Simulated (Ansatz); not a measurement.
# BiN (hypothetical, F-43m): thermal expansion from first principles, part 2 of 3

Wanted: α(T), C_P(T) and B(T) of BiN (hypothetical) in the quasi-harmonic approximation. The compound is hypothetical: it was made by swapping elements on a known structure type.

Ansatz 0.2.0; DFT PBE, scalar-relativistic, plane waves, PAW.

So far. Step 2 (A first coarse run): The start is under -4.5 GPa at this level and looks like a metal on this mesh. Step 4 (Tight relaxation): The residual pressure is 0.0079 GPa, small enough for phonons. The relaxed cell has a = 5.553 Å (conventional setting).

**6. Phonons on strained cells, q-mesh 2×2×2**

Thermal expansion follows from how the free energy of the vibrations (and of the electrons in a metal) changes with strain, so the program makes strained cells, their phonons and a fit in one run.

Input file input.yaml:

```yaml
crystal:
  lattice:
    - [0.0, 2.7762739341, 2.7762739341]
    - [2.7762739341, 0.0, 2.7762739341]
    - [2.7762739341, 2.7762739341, 0.0]
  atoms:
    - { symbol: Bi, position: [0.0, 0.0, 0.0] }
    - { symbol: "N", position: [0.25, 0.25, 0.25] }
kpoints:
  mp_grid: { grid: [16, 16, 16] }
hamiltonian:
  xc: pbe
scf:
  occupations: { method: methfessel_paxton, width: 0.15 }
output:
  eigenvalues: true
phonons:
  method: dfpt
  qmesh: [2, 2, 2]
  temperatures: { t_max: 1200.0, t_step: 50 }
  thermal_expansion: {}
```

Command:

```sh
$ ansatz run input.yaml --threads 4 --pin off --max-ram 8192MiB --backend cpu --events-out ev --progress --plain --runs-dir out
```

Numbers of over 12 decimals in the logs are rounded to 6 here.

Output:

```text
Warning: phonons: the dynamical matrix that this run interpolates holds no multipole term above the dipole-dipole one, and a site of this crystal is no centre of inversion, so its interpolated transverse optical and acoustic branches and sound speeds can stay off near Gamma, and the density of states and the thermodynamics with them. What a run solves at a wave vector of phonons.qpoints, Gamma apart, where the deck admits one, is free of this, and under fd what a larger phonons.supercell samples
The last accepted step is kept in <dir> (removed where the run ends without a failure and the disk answers)
Engine: ansatz 0.2.0, aarch64-unknown-linux-gnu
Pseudopotentials: kind: paw
Pseudopotential: Bi, paw, valence charge 15, recommended cutoff 420 eV (normal), Bi.paw.azcp
Pseudopotential: N, paw, valence charge 5, recommended cutoff 420 eV (normal), N.paw.azcp
Functional definition: PBE
  parameter kappa = 0.804
  parameter beta = 0.066725
  exchange = pbe_x(kappa = kappa, mu = beta*pi^2/3)
  correlation = pbe_c(beta = beta)
Crystal: 2 atoms, lattice volume = 42.797 Å³
Basis set: ecut = 487.2 eV, 1037 PW (Γ), exchange–correlation on 60×60×60 points (8 copies of the dense FFT grid, shifted against one another)
Bands: 14, of which v1, the nominal top of the filled ones, is band 10 counted from 1 (9 counted from 0)
Symmetry: 24 space group operations
Space group: F-43m (ITA 216), of the structure as read, at distance tolerance 3.5e-5 Å
k-points: 145 of 4096 (time reversal used)
Non-local potential: Bi, projectors of the file, l = 0: 2, l = 1: 2, l = 2: 2, l = 3: 2
Non-local potential: N, projectors of the file, l = 0: 2, l = 1: 2, l = 2: 1
PAW form: soft (Blöchl's): semilocal exchange-correlation on the pseudo side does not see the compensation charge
PAW one-centre angular grid: Bi, 590 points (default); XC on 64 Gauss nodes
PAW one-centre angular grid: N, 110 points (default); XC on 64 Gauss nodes
Initial density: superposition of atomic densities (neutral atoms: chi_scale 0, normalization atom), corrected by the library's trained network
Initial wavefunctions: pseudopotential atomic-orbital guess
Functional: x = pbe(κ = 0.804, μ = 0.219515), c = pbe(β = 0.066725)
SCF iter   1: F=—  HF=-12778.840443 eV  |F-HF|=—  |Δ(HF+E_count)|=         —  Δρ=4.27e-3  dr2=1.17e-2  ethr=1.77e-3  ⟨swp⟩=5.0  Hψ=10366  notcnv=0
preconditioner: auto → Kerker (q_TF=auto, 2.403 Å⁻¹)  [metal: Δε(μ)=0.013 eV  Ē_g=18.981 eV  σ=0.150 eV  W_gap=0.07  n_scr=14 (ndim 8)  ℏωp=25.4 eV  f_vac=0.021  D(μ)=0.79/eV (n_scr^D=0)]
SCF iter   2: F=—  HF=-12778.838047 eV  |F-HF|=—  |Δ(HF+E_count)|=   2.40e-3  S|Δr|=    0.00e0  Δρ=2.19e-3  dr2=1.56e-3  ethr=5.85e-5  ⟨swp⟩=2.3  Hψ=3806  notcnv=0
[...]
E_band       = -103.690515
  E_kinetic    = 426.823905
  E_local      = -1728.731414  (includes V_loc(G=0)·N_el)
  E_nonlocal   = 608.813918
  E_hartree    = 556.589815
  E_xc         = -210.827620
  E_vxc        = -219.628954  (∫ρ·V_xc dr)
  E_paw        = -10789.265949  (= ΣΔE_a)
  E_vpaw       = -304.147304  (= ΣTr[D̂ρ^β])
  E_aug_tail   = -0.000364  (compensation charges beyond the density's cutoff)
  E_ewald      = -1642.240336
  E_smearing   = -0.000083  (= −TS)
  E_closure    = 0.000000  (closes the sum)
  Σ components = -12778.838128   (vs F -12778.838128, Δ=0.00e0)
--- Forces (eV/Å), atoms counted from 1 ---
  atom   1  Bi    -0.00000000     0.00000000     0.00000000
  atom   2  N      0.00000000    -0.00000000     0.00000000
  max |Σ_I F_I| component: 7.40e-16 eV/Å
--- Stress (GPa, compression-positive) ---
        0.000966       0.000000      -0.000000
        0.000000       0.000966       0.000000
       -0.000000       0.000000       0.000966
  P = ⅓ Tr σ = 0.0010 GPa (0.010 kbar)
--- Band table (eV; the first three rows and the last of 145) ---
  k-point 0: bands = [... 6 lower, 2.3358, 7.5300, 7.5300, 7.5300, 12.5059, 12.5059, 12.5059, 15.7677]
  k-point 1: bands = [... 6 lower, 2.2415, 7.4918, 7.4918, 7.5199, 12.2906, 12.5540, 12.5540, 16.1491]
  k-point 2: bands = [... 6 lower, 1.9702, 7.3872, 7.3872, 7.4690, 11.9234, 12.6816, 12.6816, 16.9318]
  k-point 144: bands = [... 6 lower, -1.1633, 4.8917, 5.0842, 9.8562, 11.5535, 11.8047, 14.8608, 16.3742]
── thermal expansion: 3 new cells, 3 in all ──
thermal expansion: relaxation of cell 2
thermal expansion: relaxation of cell 3
── thermal expansion: 2 new cells, 5 in all ──
thermal expansion: relaxation of cell 4
thermal expansion: lower-state search of cell 4
thermal expansion: electrons of cell 4
thermal expansion: phonons of cell 4
WARN: thermal expansion, phonons of cell 4: eigensolver did not converge (k=36): 1 band(s) unlocked after 20 sweeps at ethr=1.00e-12 eV (lowest unlocked band 13, counted from 0; max residual 4.44e-6 eV among the unlocked bands, 4.44e-6 eV over every band)
WARN: thermal expansion: eigensolver_not_converged in the phonons of 1 cell: 4
WARN: thermal expansion: vibrations_at_or_below_zero in the phonons of 1 cell: 4
this run last wrote the structure of step 1 to <dir>
--- Relaxed structure (1 steps of the walk, 1 accepted, 0 SCFs on fresh bases) ---
  F+E_penalty+E_count = -12778.83812843 eV   max|allowed force component| = 1.850e-15 eV/Å
  atoms:
    - { symbol: Bi, position: [0.0, 0.0, 0.0] }
    - { symbol: N, position: [0.25, 0.25, 0.25] }
--- Thermal expansion: 5 cells in 2 rounds, 0 GPa ---
  no lower state was reached at cell 4; its state was not examined: fill_not_monotonic
  not told: vibrations stand at or below zero in cell 4 (0.750 modes a cell, the lowest at -117.8 cm⁻¹): the crystal is at no minimum there, or its k-points are too few: type the crystal that it becomes, another pressure, or a denser kpoints.mp_grid, in a new run
  eigensolver_not_converged in the phonons of 1 cell: 4
  vibrations_at_or_below_zero in the phonons of 1 cell: 4
Error: vibrations stand at or below zero in cell 4 (0.750 modes a cell, the lowest at -117.8 cm⁻¹): the crystal is at no minimum there, or its k-points are too few: type the crystal that it becomes, another pressure, or a denser kpoints.mp_grid, in a new run
[key lines of the parts left out:]
SCF converged after 10 iterations
Free energy (F): -12778.838128 eV
Fermi energy:    9.552540 eV
```

It took 2.1 min on 4 threads of Arm Neoverse V2, shared host; peak memory 2.2 GiB; 8 min of CPU time.

The run ended with an error.

The program's message: “vibrations stand at or below zero in cell 4 (0.750 modes a cell, the lowest at -117.8 cm⁻¹): the crystal is at no minimum there, or its k-points are too few: type the crystal that it becomes, another …”

**7. The quasi-harmonic study, q-mesh 4×4×4**

The study relaxes the crystal at several strains, solves the phonons on some of them and minimises the free energy at each temperature (static energy, vibrations, the electrons in a metal, and PV under a set pressure); the q-mesh sets how far the force constants reach.

input.yaml: that of step 6 with these lines changed.

```diff
@@ -18,3 +18,3 @@
   method: dfpt
-  qmesh: [2, 2, 2]
+  qmesh: [4, 4, 4]
   temperatures: { t_max: 1200.0, t_step: 50 }
```

Output:

```text
Warning: phonons: the dynamical matrix that this run interpolates holds no multipole term above the dipole-dipole one, and a site of this crystal is no centre of inversion, so its interpolated transverse optical and acoustic branches and sound speeds can stay off near Gamma, and the density of states and the thermodynamics with them. What a run solves at a wave vector of phonons.qpoints, Gamma apart, where the deck admits one, is free of this, and under fd what a larger phonons.supercell samples
The last accepted step is kept in <dir> (removed where the run ends without a failure and the disk answers)
Engine: ansatz 0.2.0, aarch64-unknown-linux-gnu
Pseudopotentials: kind: paw
Pseudopotential: Bi, paw, valence charge 15, recommended cutoff 420 eV (normal), Bi.paw.azcp
Pseudopotential: N, paw, valence charge 5, recommended cutoff 420 eV (normal), N.paw.azcp
Functional definition: PBE
  parameter kappa = 0.804
  parameter beta = 0.066725
  exchange = pbe_x(kappa = kappa, mu = beta*pi^2/3)
  correlation = pbe_c(beta = beta)
Crystal: 2 atoms, lattice volume = 42.797 Å³
Basis set: ecut = 487.2 eV, 1037 PW (Γ), exchange–correlation on 60×60×60 points (8 copies of the dense FFT grid, shifted against one another)
Bands: 14, of which v1, the nominal top of the filled ones, is band 10 counted from 1 (9 counted from 0)
Symmetry: 24 space group operations
Space group: F-43m (ITA 216), of the structure as read, at distance tolerance 3.5e-5 Å
k-points: 145 of 4096 (time reversal used)
Non-local potential: Bi, projectors of the file, l = 0: 2, l = 1: 2, l = 2: 2, l = 3: 2
Non-local potential: N, projectors of the file, l = 0: 2, l = 1: 2, l = 2: 1
PAW form: soft (Blöchl's): semilocal exchange-correlation on the pseudo side does not see the compensation charge
PAW one-centre angular grid: Bi, 590 points (default); XC on 64 Gauss nodes
PAW one-centre angular grid: N, 110 points (default); XC on 64 Gauss nodes
Initial density: superposition of atomic densities (neutral atoms: chi_scale 0, normalization atom), corrected by the library's trained network
Initial wavefunctions: pseudopotential atomic-orbital guess
Functional: x = pbe(κ = 0.804, μ = 0.219515), c = pbe(β = 0.066725)
SCF iter   1: F=—  HF=-12778.840443 eV  |F-HF|=—  |Δ(HF+E_count)|=         —  Δρ=4.27e-3  dr2=1.17e-2  ethr=1.77e-3  ⟨swp⟩=5.0  Hψ=10366  notcnv=0
preconditioner: auto → Kerker (q_TF=auto, 2.403 Å⁻¹)  [metal: Δε(μ)=0.013 eV  Ē_g=18.981 eV  σ=0.150 eV  W_gap=0.07  n_scr=14 (ndim 8)  ℏωp=25.4 eV  f_vac=0.021  D(μ)=0.79/eV (n_scr^D=0)]
SCF iter   2: F=—  HF=-12778.838047 eV  |F-HF|=—  |Δ(HF+E_count)|=   2.40e-3  S|Δr|=    0.00e0  Δρ=2.19e-3  dr2=1.56e-3  ethr=5.85e-5  ⟨swp⟩=2.3  Hψ=3806  notcnv=0
[...]
E_band       = -103.690515
  E_kinetic    = 426.823905
  E_local      = -1728.731414  (includes V_loc(G=0)·N_el)
  E_nonlocal   = 608.813918
  E_hartree    = 556.589815
  E_xc         = -210.827620
  E_vxc        = -219.628954  (∫ρ·V_xc dr)
  E_paw        = -10789.265949  (= ΣΔE_a)
  E_vpaw       = -304.147304  (= ΣTr[D̂ρ^β])
  E_aug_tail   = -0.000364  (compensation charges beyond the density's cutoff)
  E_ewald      = -1642.240336
  E_smearing   = -0.000083  (= −TS)
  E_closure    = 0.000000  (closes the sum)
  Σ components = -12778.838128   (vs F -12778.838128, Δ=0.00e0)
--- Forces (eV/Å), atoms counted from 1 ---
  atom   1  Bi    -0.00000000     0.00000000     0.00000000
  atom   2  N      0.00000000    -0.00000000     0.00000000
  max |Σ_I F_I| component: 7.40e-16 eV/Å
--- Stress (GPa, compression-positive) ---
        0.000966       0.000000      -0.000000
        0.000000       0.000966       0.000000
       -0.000000       0.000000       0.000966
  P = ⅓ Tr σ = 0.0010 GPa (0.010 kbar)
--- Band table (eV; the first three rows and the last of 145) ---
  k-point 0: bands = [... 6 lower, 2.3358, 7.5300, 7.5300, 7.5300, 12.5059, 12.5059, 12.5059, 15.7677]
  k-point 1: bands = [... 6 lower, 2.2415, 7.4918, 7.4918, 7.5199, 12.2906, 12.5540, 12.5540, 16.1491]
  k-point 2: bands = [... 6 lower, 1.9702, 7.3872, 7.3872, 7.4690, 11.9234, 12.6816, 12.6816, 16.9318]
  k-point 144: bands = [... 6 lower, -1.1633, 4.8917, 5.0842, 9.8562, 11.5535, 11.8047, 14.8608, 16.3742]
── thermal expansion: 3 new cells, 3 in all ──
thermal expansion: relaxation of cell 2
thermal expansion: relaxation of cell 3
── thermal expansion: 2 new cells, 5 in all ──
thermal expansion: relaxation of cell 4
thermal expansion: lower-state search of cell 4
thermal expansion: electrons of cell 4
thermal expansion: phonons of cell 4
WARN: thermal expansion, phonons of cell 4: eigensolver did not converge (k=36): 1 band(s) unlocked after 20 sweeps at ethr=1.00e-12 eV (lowest unlocked band 13, counted from 0; max residual 4.44e-6 eV among the unlocked bands, 4.44e-6 eV over every band)
WARN: thermal expansion: eigensolver_not_converged in the phonons of 1 cell: 4
WARN: thermal expansion: vibrations_at_or_below_zero in the phonons of 1 cell: 4
this run last wrote the structure of step 1 to <dir>
--- Relaxed structure (1 steps of the walk, 1 accepted, 0 SCFs on fresh bases) ---
  F+E_penalty+E_count = -12778.83812843 eV   max|allowed force component| = 1.850e-15 eV/Å
  atoms:
    - { symbol: Bi, position: [0.0, 0.0, 0.0] }
    - { symbol: N, position: [0.25, 0.25, 0.25] }
--- Thermal expansion: 5 cells in 2 rounds, 0 GPa ---
  no lower state was reached at cell 4; its state was not examined: fill_not_monotonic
  not told: vibrations stand at or below zero in cell 4 (0.750 modes a cell, the lowest at -117.8 cm⁻¹): the crystal is at no minimum there, or its k-points are too few: type the crystal that it becomes, another pressure, or a denser kpoints.mp_grid, in a new run
  eigensolver_not_converged in the phonons of 1 cell: 4
  vibrations_at_or_below_zero in the phonons of 1 cell: 4
Error: vibrations stand at or below zero in cell 4 (0.750 modes a cell, the lowest at -117.8 cm⁻¹): the crystal is at no minimum there, or its k-points are too few: type the crystal that it becomes, another pressure, or a denser kpoints.mp_grid, in a new run
[key lines of the parts left out:]
SCF converged after 10 iterations
Free energy (F): -12778.838128 eV
Fermi energy:    9.552540 eV
```

It took 12 min on 4 threads; peak memory 5.4 GiB; 48 min of CPU time.

The run ended with an error.

The program's message: “vibrations stand at or below zero in cell 4 (0.750 modes a cell, the lowest at -117.8 cm⁻¹): the crystal is at no minimum there, or its k-points are too few: type the crystal that it becomes, another …”

(Continued in part 3 of 3.)

[Logs are printed without paths, hosts, clocks, repeated set-up lines and the standing remarks that a program may print on its own settings, such as how far it seeks lower states.]

[Hosts, paths, dates, database ids (printed as entryN), source tags and the programs' standing remarks are cut or masked in the printed files.]

[A step with changed settings may run another functional than the one named; its input shows which.]

[Pressures of single members of a volume series are the stress at the run's cutoff; with an incomplete basis they can lie off −dE/dV of the same runs, and they are not shown converged.]
